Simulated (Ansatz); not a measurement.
Rows from a G0W0 calculation on Ta2O5 (Pmmn) (Ansatz 0.2.0; G0W0 on LDA, plane waves, norm-conserving pseudopotentials; 4×2×4 mesh, 440 empty bands, screening to 100 eV, norm-conserving files), in eV. Spin-orbit coupling is left out.

```tsv
row	k	band	start	Σx	Σc at the solution	Vxc
A	Γ	c2	8.825	-13.132	-4.472	-18.804
B	(-0.500, -0.500, -0.500)	c1	9.745	-13.546	-4.931	-19.798
C	(-0.500, -0.500, -0.500)	v1	6.578	-26.381	4.801	-21.360
D	Γ	v1	5.936	-27.687	4.785	-22.637
E	Γ	c1	8.799	-13.014	-4.558	-18.775
F	Γ	v2	5.897	-25.305	4.453	-20.592
```

Q: Work out each quasiparticle level and how far it moved.

The quasiparticle equation reads E = start + Σx + Σc(E) − Vxc.

```tsv
row	E (eV)	shift (eV)
A	10.024	+1.199
B	11.066	+1.320
C	6.358	−0.220
D	5.671	−0.265
E	10.002	+1.203
F	5.637	−0.260
```

Limits: not at the basis limit; no spin-orbit coupling; coarse k mesh.

[Paths, hosts, dates, memory and timing lines, banners, echoed tables and standing remarks are left out of the program output.]

[Logs are printed without paths, hosts, clocks, repeated set-up lines and the standing remarks that a program may print on its own settings, such as how far it seeks lower states.]

[Runs of the session that timed out or met a known fault of the program may be left out.]

[Cells called generated may have been cut or substituted from an entry of the Crystallography Open Database or the Materials Project.]

[Hosts, paths, dates, database ids (printed as entryN), source tags and the programs' standing remarks are cut or masked in the printed files.]
